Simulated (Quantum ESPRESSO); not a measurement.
# BP: optical spectrum from first principles, part 3 of 3

Wanted: where BP starts to absorb, how strongly, and its refractive index.

Quantum ESPRESSO 7.5; DFT, PBE, plane waves with norm-conserving potentials (PseudoDojo), scalar-relativistic, independent-particle optical response without local fields and without the non-local commutator.

So far. Step 2 (Ground state): There is a gap, 1.28 eV on this mesh (points off the mesh can give less), so no carriers' term is needed.

**5. Dielectric function**

The spectrum is a sum over vertical transitions between filled and empty bands at the fixed density, so many empty bands are needed.

This step: DFT, PBE, plane waves with norm-conserving potentials (PseudoDojo), scalar-relativistic, independent-particle optical response without local fields and without the non-local commutator (Quantum ESPRESSO 7.5).

File epsilon.in:

```
&inputpp
  prefix = 'x'
  outdir = './tmp'
  calculation = 'eps'
/
&energy_grid
  smeartype = 'gauss'
  intersmear = 0.3
  wmin = 0.0
  wmax = 22
  nw = 500
/
```

The run is started by

```console
$ mpirun -n 4 epsilon.x -nk 4 -in epsilon.in
```

What it wrote:

```text
[banner, memory and clock lines left out]

     Broadcasting variables...

     IMPORTANT: XC functional enforced from input :
     Exchange-correlation= PBE
                           (   1   4   3   4   0   0   0)
     Any further DFT definition will be discarded

     G-vector sticks info

     Fermi energy [eV] is:  9.24136
     The system is a dielectric...
     metallic system: redefining wmin =     0.000000

     Performing eps calculation...

     xx,yy,zz plasmon frequences [eV] are:    21.688814599   21.688814419   21.688814526
```

Elapsed: 1.4 s, on 4 MPI ranks of Arm Neoverse V2, shared host; peak memory 0.04 GiB; 5 s of CPU time.

This step gave:

- electronic dielectric constant ε∞, mean over x, y and z (by symmetry where fewer were run): 11.22
- main peak of Im epsilon, first axis: 5.748 eV

The Im ε, any direction has structure finer than the step of the table below, so its rows give means over 0.5 eV, whole bins alone (the curve runs from 0 to 22 eV). Peaks (eV: height): 5.73: 40.1, 6.61: 31.0.

Values under the direct gap are tails of Lorentzian lines. The Im ε, any direction by photon energy; means over each step:

```
photon energy (eV)  Im ε, any direction
               0.5               0.0460
               1.0               0.0975
               1.5                0.162
               2.0                0.253
               2.5                0.409
               3.0                0.807
               3.5                 2.79
               4.0                 6.28
               4.5                 9.68
               5.0                 14.3
               5.5                 30.4
               6.0                 29.1
               6.5                 27.6
               7.0                 17.7
               7.5                 9.86
               8.0                 6.84
               8.5                 7.06
               9.0                 7.49
               9.5                 5.51
              10.0                 3.69
              10.5                 2.41
              11.0                 2.69
              11.5                 2.70
              12.0                 2.58
              12.5                 1.75
              13.0                 1.48
              13.5                 1.35
              14.0                 1.26
              14.5                 1.16
              15.0                0.956
              15.5                0.842
              16.0                0.695
              16.5                0.695
              17.0                0.561
              17.5                0.572
              18.0                0.409
              18.5                0.422
              19.0                0.361
              19.5                0.383
              20.0                0.306
              20.5                0.310
              21.0                0.260
              21.5                0.197
```

The Re ε, any direction by photon energy:

```
photon energy (eV)  Re ε, any direction
               0.0                 11.2
               0.5                 11.3
               1.0                 11.5
               1.5                 12.0
               2.0                 12.6
               2.5                 13.7
               3.0                 15.4
               3.5                 18.3
               4.0                 18.3
               4.5                 22.4
               5.0                 22.8
               5.5                 23.6
               6.0                -4.55
               6.5               -0.302
               7.0                -11.8
               7.5                -11.5
               8.0                -6.60
               8.5                -3.91
               9.0                -6.04
               9.5                -6.18
              10.0                -5.74
              10.5                -4.46
              11.0                -3.21
              11.5                -3.02
              12.0                -3.18
              12.5                -3.16
              13.0                -2.60
              13.5                -2.26
              14.0                -2.00
              14.5                -1.86
              15.0                -1.76
              15.5                -1.45
              16.0                -1.42
              16.5                -1.21
              17.0                -1.06
              17.5               -0.972
              18.0               -0.860
              18.5               -0.727
              19.0               -0.635
              19.5               -0.591
              20.0               -0.494
              20.5               -0.433
              21.0               -0.393
              21.5               -0.328
              22.0               -0.211
```

Values under the direct gap are tails of Lorentzian lines. Loss function −Im 1/ε at q → 0, any direction against energy loss; read off at these points:

energy loss (eV), loss function −Im 1/ε at q → 0, any direction and a bar:
```
        0       0.00 
        1       0.00 
        2       0.00 
        3       0.00 
        4       0.02 
        5       0.02 
        6       0.04 
        7       0.04 #
        8       0.08 #
        9       0.08 #
       10       0.08 #
       11       0.15 ##
       12       0.15 ##
       13       0.17 ##
       14       0.23 ###
       15       0.24 ###
       16       0.27 ###
       17       0.38 #####
       18       0.44 ######
       19       0.65 ########
       20       0.90 ############
       21       1.19 ###############
       22       2.32 ##############################
```

The reflectivity at normal incidence, any direction has structure finer than the step of the table below, so its rows give means over 0.5 eV, whole bins alone (the curve runs from 0 to 22 eV). Peaks (eV: height): 7.49: 72.0, 10.54: 69.8, 12.48: 67.5, 15.21: 64.4, 16.00: 65.6, 16.89: 64.0, 17.90: 66.7.

The reflectivity at normal incidence, any direction by photon energy; means over each step:

```
photon energy (eV)  reflectivity at normal incidence, any direction (%)
               0.5                                                 29.3
               1.0                                                 29.7
               1.5                                                 30.4
               2.0                                                 31.5
               2.5                                                 33.0
               3.0                                                 35.4
               3.5                                                 39.0
               4.0                                                 40.6
               4.5                                                 44.1
               5.0                                                 47.2
               5.5                                                 56.1
               6.0                                                 59.8
               6.5                                                 60.6
               7.0                                                 67.8
               7.5                                                 70.2
               8.0                                                 62.7
               8.5                                                 53.4
               9.0                                                 58.7
               9.5                                                 63.7
              10.0                                                 68.2
              10.5                                                 68.2
              11.0                                                 57.6
              11.5                                                 55.7
              12.0                                                 58.0
              12.5                                                 65.7
              13.0                                                 63.1
              13.5                                                 61.3
              14.0                                                 59.3
              14.5                                                 59.4
              15.0                                                 62.2
              15.5                                                 60.7
              16.0                                                 63.4
              16.5                                                 59.3
              17.0                                                 61.8
              17.5                                                 58.8
              18.0                                                 64.3
              18.5                                                 59.1
              19.0                                                 59.5
              19.5                                                 55.8
              20.0                                                 58.1
              20.5                                                 54.8
              21.0                                                 57.8
              21.5                                                 61.1
```

Table of refractive index n and extinction k by photon energy:

```
photon energy (eV)      n       k
                 0   3.35       0
                 1   3.40  0.0143
                 2   3.55  0.0353
                 3   3.93  0.0958
                 4   4.34   0.707
                 5   4.96    1.35
                 6   3.34    3.96
                 7   2.13    4.04
                 8   1.21    2.84
                 9   1.37    2.82
                10  0.725    2.50
                11  0.725    1.93
                12  0.633    1.89
                13  0.446    1.67
                14  0.445    1.48
                15  0.364    1.38
                16  0.267    1.22
                17  0.254    1.06
                18  0.203   0.949
                19  0.206   0.823
                20  0.205   0.732
                21  0.205   0.660
                22  0.174   0.491
```

From ε follow the optical constants at some laser and lamp lines:

```
wavelength (nm)     n      k  R (%)     1/α
           1550  3.38  0.011   29.5   11 µm
            800  3.46  0.024   30.5  2.6 µm
            633  3.54  0.034   31.3  1.5 µm
            532  3.64  0.047   32.4  908 nm
            450  3.80  0.070   34.1  510 nm
            405  3.97  0.106   35.7  304 nm
            248  4.96  1.344   46.8   15 nm
```

Below the direct gap, k and the depth come from the tails of the Lorentzian lines, not from transitions.

Rows near the edge hang on the gap, which this functional as a rule makes too small, and phonon-assisted absorption is left out.

**6. Summary of results**

- electronic dielectric constant ε∞, mean over x, y and z (by symmetry where fewer were run) (independent particles): 11.2
- main peak of Im epsilon, first axis: 5.75 eV

**Reading.** At this level (PBE, independent particles) BP has ε∞ = 11.2 and n = 3.38 at 1550 nm, and Im ε peaks at 5.7 eV. Distinct maxima of Im ε, read by a parabola through the highest points, lie at 5.75 eV (40), 6.59 eV (31) and 8.86 eV (8.3). Excitons and phonon-assisted transitions are missing, and so are local fields; PBE gaps are as a rule too small, which pulls the onset down and ε∞ up. epsilon.x leaves out the commutator of the non-local potential, so its intensities are off, as a rule too high. The sum runs over mesh points, so small or evenly spaced maxima can still be ripples of the mesh.

[Machine, clock, banner and «Message from routine» lines are left out of the logs.]

[Logs are printed without paths, hosts, clocks, repeated set-up lines and the standing remarks that a program may print on its own settings, such as how far it seeks lower states.]

[Hosts, paths, dates, database ids (printed as entryN), source tags and the programs' standing remarks are cut or masked in the printed files.]
